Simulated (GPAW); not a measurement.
The C K edge of atom 5 in MgNi3C (Pm-3m), with 6 Ni at 1.90 Å (octahedral, site symmetry m-3m), was computed in 2 ways: excited-electron core hole (neutral cell) and no core hole. Program and functional: GPAW, LDA, Gaussian full width 0.9 eV up to 4 eV, rising linearly to 3.5 eV at 25 eV; cells of 5 and 20 atoms (the run without a hole in the smaller).

Each run is counted from its own lowest empty level or Fermi level and scaled to a mean of 1 over its first 20 eV.

| E (eV) | run 1 | run 2 |
| --- | --- | --- |
| -2.00 | 0.00 | 0.00 |
| -1.25 | 0.00 | 0.00 |
| -0.50 | 0.14 | 0.14 |
| 0.25 | 1.32 | 1.09 |
| 1.00 | 0.92 | 1.13 |
| 1.75 | 0.61 | 0.40 |
| 2.50 | 1.59 | 0.58 |
| 3.25 | 2.57 | 1.25 |
| 4.00 | 1.84 | 2.09 |
| 4.75 | 1.07 | 1.67 |
| 5.50 | 1.11 | 1.33 |
| 6.25 | 1.44 | 1.07 |
| 7.00 | 1.55 | 1.68 |
| 7.75 | 1.26 | 1.95 |
| 8.50 | 0.76 | 1.52 |
| 9.25 | 0.30 | 0.89 |
| 10.00 | 0.15 | 0.35 |
| 10.75 | 0.17 | 0.24 |
| 11.50 | 0.24 | 0.23 |
| 12.25 | 0.31 | 0.25 |
| 13.00 | 0.41 | 0.28 |
| 13.75 | 0.61 | 0.35 |
| 14.50 | 0.92 | 0.50 |
| 15.25 | 1.26 | 0.78 |
| 16.00 | 1.49 | 1.14 |
| 16.75 | 1.48 | 1.44 |
| 17.50 | 1.23 | 1.51 |
| 18.25 | 0.92 | 1.33 |
| 19.00 | 0.74 | 1.04 |
| 19.75 | 0.70 | 0.87 |
| 20.50 | 0.74 | 0.85 |
| 21.25 | 0.75 | 0.89 |
| 22.00 | 0.71 | 0.89 |
| 22.75 | 0.64 | 0.84 |
| 23.50 | 0.58 | 0.76 |
| 24.25 | 0.55 | 0.71 |
| 25.00 | 0.55 | 0.69 |
| 25.75 | 0.55 | 0.69 |
| 26.50 | 0.53 | 0.68 |
| 27.25 | 0.49 | 0.64 |
| 28.00 | 0.45 | 0.59 |
| 28.75 | 0.40 | 0.52 |
| 29.50 | 0.35 | 0.44 |
| 30.25 | 0.32 | 0.37 |
| 31.00 | 0.31 | 0.33 |
| 31.75 | 0.33 | 0.33 |

Which run is which?

Run 1: excited-electron core hole (neutral cell) (area from −2 to 6 eV 8.5, main maxima 0.5 eV (1.51), 3.3 eV (2.58), 6.7 eV (1.59) and 16.3 eV (1.52)). Run 2: no core hole (area from −2 to 6 eV 7.4, main maxima 0.6 eV (1.35), 4.2 eV (2.17), 7.6 eV (1.98) and 17.3 eV (1.52)). With each curve scaled to its own mean, the area from −2 to 6 eV with the hole is 8.5 against 7.4, and the centre of weight from −1 to 20 eV moves by -0.5 eV: the hole pulls the absorber's empty states down.

[Hosts, paths, dates, database ids (printed as entryN), source tags and the programs' standing remarks are cut or masked in the printed files.]

[Lists of maxima count a maximum above −3 eV only where it reaches 4 % of the highest in the window and stands out from its surroundings by 2 % of it (1.5 % where it reaches 55 %); shoulders and weaker maxima are passed over, and of the rest the first, up to two pre-edge ones and the few strongest are named.]
